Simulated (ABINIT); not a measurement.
## BN (Qingsongite): G0W0 in ABINIT against the bands in the self-energy

Aim: move the bands in the self-energy of a G0W0 run on BN (Qingsongite) over a wide range.

Calculated with ABINIT 10.8.3; LDA and many-body steps on it, plane waves.

Most raw output is cut from this account.

## (1) The structure

The structure is cubic, space group F-43m (No. 216). The conventional cell has a = 3.615 Å, b = 3.615 Å, c = 3.615 Å, α = 90.00°, β = 90.00°, γ = 90.00°. Nearest to B lie 4 N at 1.57 Å. Nearest to N lie 4 B at 1.57 Å. Farther neighbours and most contacts between anions are not listed.

Structure file:

```cif
data_structure
_symmetry_space_group_name_H-M 'P 1'
_symmetry_Int_Tables_number 1
_cell_length_a 2.5562
_cell_length_b 2.5562
_cell_length_c 2.5562
_cell_angle_alpha 60.000
_cell_angle_beta 60.000
_cell_angle_gamma 60.000
_cell_volume 11.81
loop_
_atom_site_label
_atom_site_type_symbol
_atom_site_fract_x
_atom_site_fract_y
_atom_site_fract_z
_atom_site_occupancy
B1 B 0.00000 0.00000 0.00000 1
N2 N 0.25000 0.25000 0.25000 1
```

The cell and positions come from the Crystallography Open Database and are kept as given unless a step says otherwise.

## (2) Screening, 6×6×6 mesh, 79 bands, screening to 217.7 eV

This step: ABINIT 10.8.3; RPA screening on LDA, plane waves, norm-conserving pseudopotentials.

The RPA dielectric matrix is built and inverted for each q.

File run.abi:

```
acell 3*1.0 Angstrom
rprim 
  -0.000000000000 1.807500000000 1.807500000000
  1.807500000000 0.000000000000 1.807500000000
  1.807500000000 1.807500000000 -0.000000000000
ntypat 2
znucl 5 7
natom 2
typat 1 2
xred 
  0.000000000000 0.000000000000 0.000000000000
  0.250000000000 0.250000000000 0.250000000000
pp_dirpath "pseudos"
pseudos "B.upf, N.upf"
ecut 36
ngkpt 6 6 6
nshiftk 1
shiftk 0 0 0
kptopt 1
chksymbreak 0
istwfk *1
occopt 1
irdwfk 1
optdriver 3
nband 79
ecuteps 8
inclvkb 2
awtr 1
symchi 1
indata_prefix "in"
outdata_prefix "out"
tmpdata_prefix "tmp"
```

The run is started by

```bash
$ OMP_NUM_THREADS=1 mpirun -n 4 abinit run.abi > log
```

It took 8.5 s on 4 MPI ranks of Arm Neoverse V2, shared host; peak memory 0.47 GiB.

Numbers from this step:

```yaml
eps_infinity_with_local_fields_on_this_mesh_along_the_program_s_q_direction: 4.447
the_same_without_local_fields: 4.790
plasma_frequency: 30.56 eV
plane_waves_in_the_screening_matrix: 65
```

Local fields lower ε∞ by 7 %. On a Γ-centred mesh this coarse the value itself is usually too large, while a short band sum pulls it down.

## (3) 12 bands

This step: G0W0 on LDA, plane waves, norm-conserving pseudopotentials.

Edit run.abi of step 2 so:

```diff
@@ -23,8 +23,17 @@
 irdwfk 1
-optdriver 3
-nband 79
+optdriver 4
+nband 12
+gwcalctyp 0
+ecutsigx 36
+symsigma 1
+nkptgw 2
+kptgw 
+  0.0000000000 0.0000000000 0.0000000000
+  0.5000000000 0.5000000000 0.0000000000
+bdgw 
+  2 7
+  3 6
 ecuteps 8
-inclvkb 2
-awtr 1
-symchi 1
+irdscr 1
+ppmodel 1
 indata_prefix "in"
```

Wall time 1.7 s (4 MPI ranks); peak memory 0.09 GiB; 6.6 s of CPU time.

Numbers from this step:

* G0W0 gap on the points computed: 5.956 eV
* starting gap on the mesh: 4.420 eV
* k of the valence top: 0, 0, 0
* k of the conduction bottom: 0.5, 0.5, 0
* Z at the valence top: 0.835
* Z at the conduction bottom: 0.86
* least direct G0W0 gap on the computed points: 10.93 eV

## (4) 23 bands

The self-energy is evaluated for the states that the input lists, and the levels follow from it, in one-shot runs by the linearised quasiparticle equation.

Edit run.abi of step 3 so:

```diff
@@ -24,3 +24,3 @@
 optdriver 4
-nband 12
+nband 23
 gwcalctyp 0
```

Elapsed: 1.9 s, on 4 MPI ranks; peak memory 0.09 GiB; 7.2 s of CPU time.

This step gave:

```yaml
g0w0_gap_on_the_points_computed: 6.037 eV
starting_gap_on_the_mesh: 4.420 eV
k_of_the_valence_top: 0, 0, 0
k_of_the_conduction_bottom: 0.5, 0.5, 0
z_at_the_valence_top: 0.829
z_at_the_conduction_bottom: 0.855
least_direct_g0w0_gap_on_the_computed_points: 10.86 eV
```

The gap on the mesh goes from 4.42 eV to 6.04 eV, a correction of +1.62 eV.

## (5) 48 bands

Edit run.abi of step 4 so:

```diff
@@ -24,3 +24,3 @@
 optdriver 4
-nband 23
+nband 48
 gwcalctyp 0
```

Wall time 2.2 s (4 MPI ranks); peak memory 0.1 GiB.

Numbers from this step:

```
G0W0 gap on the points computed              : 6.136 eV
starting gap on the mesh                     : 4.420 eV
k of the valence top                         : 0, 0, 0
k of the conduction bottom                   : 0.5, 0.5, 0
least direct G0W0 gap on the computed points : 10.88 eV
```

Against the run before, the gap moves by +0.099 eV.

## (6) 79 bands

Edit run.abi of step 5 so:

```diff
@@ -24,3 +24,3 @@
 optdriver 4
-nband 48
+nband 79
 gwcalctyp 0
```

The job ended after 2.5 s (4 MPI ranks; peak memory 0.12 GiB).

Numbers from this step:

```yaml
g0w0_gap_on_the_points_computed: 6.177 eV
starting_gap_on_the_mesh: 4.420 eV
k_of_the_valence_top: 0, 0, 0
k_of_the_conduction_bottom: 0.5, 0.5, 0
least_direct_g0w0_gap_on_the_computed_points: 10.90 eV
```

Against the run before, the gap moves by +0.041 eV.

## (7) The runs together

Times are wall times on 4 MPI ranks of Arm Neoverse V2, shared host, good to a factor of about two. A run's time includes the screening step that it read.

```
     run   mesh  bands  screening cutoff (eV)  DFT gap (eV)  gap on the mesh (eV)  direct (eV)  ε∞ used  time
12 bands  6×6×6     12                  217.7         4.420                 5.956       10.931     4.45  10 s
23 bands  6×6×6     23                  217.7         4.420                 6.037       10.863     4.45  10 s
48 bands  6×6×6     48                  217.7         4.420                 6.136       10.878     4.45  11 s
79 bands  6×6×6     79                  217.7         4.420                 6.177       10.897     4.45  11 s
```

## (8) Summary of results

- 12 bands: 5.956 eV
- 23 bands: 6.037 eV
- 48 bands: 6.136 eV
- 79 bands: 6.177 eV
- known limits: not at the basis limit; coarse k mesh

**Reading.** The setting moved: bands in the self-energy. From 12 bands to 79 bands the gap moves by +0.22 eV. The last step still moves it by +0.041 eV. Bands and screening cutoff are coupled, so a series along one setting does not show full convergence. Bands and cutoff are finite, so the gap is not at the basis limit. The miss can reach some tenths of an eV and take either sign; the mesh is an error of its own. In the first G0W0 run levels were corrected at 2 k points alone, so a gap called «on the mesh» is the least over those, and an edge elsewhere would be missed. The 6×6×6 mesh is coarse for this cell, which bears on the long-range parts of exchange and screening.

[Paths, hosts, dates, memory and timing lines, banners, echoed tables and standing remarks are left out of the program output.]

[Logs are printed without paths, hosts, clocks, repeated set-up lines and the standing remarks that a program may print on its own settings, such as how far it seeks lower states.]

[Runs of the session that timed out or met a known fault of the program may be left out.]

[No measured gap is set beside runs whose start may be inverted or whose files or cutoffs have a known fault.]

[Hosts, paths, dates, database ids (printed as entryN), source tags and the programs' standing remarks are cut or masked in the printed files.]

[G0W0 gaps are taken among the corrected bands and points alone; a level outside them can change the order at an edge.]

[Where Ansatz stands beside ABINIT at settings called matched, ABINIT's density can come from a denser mesh and the files from another edition; pairs whose starting gaps differed by over 0.03 eV were left out, so agreement reads better than it is.]
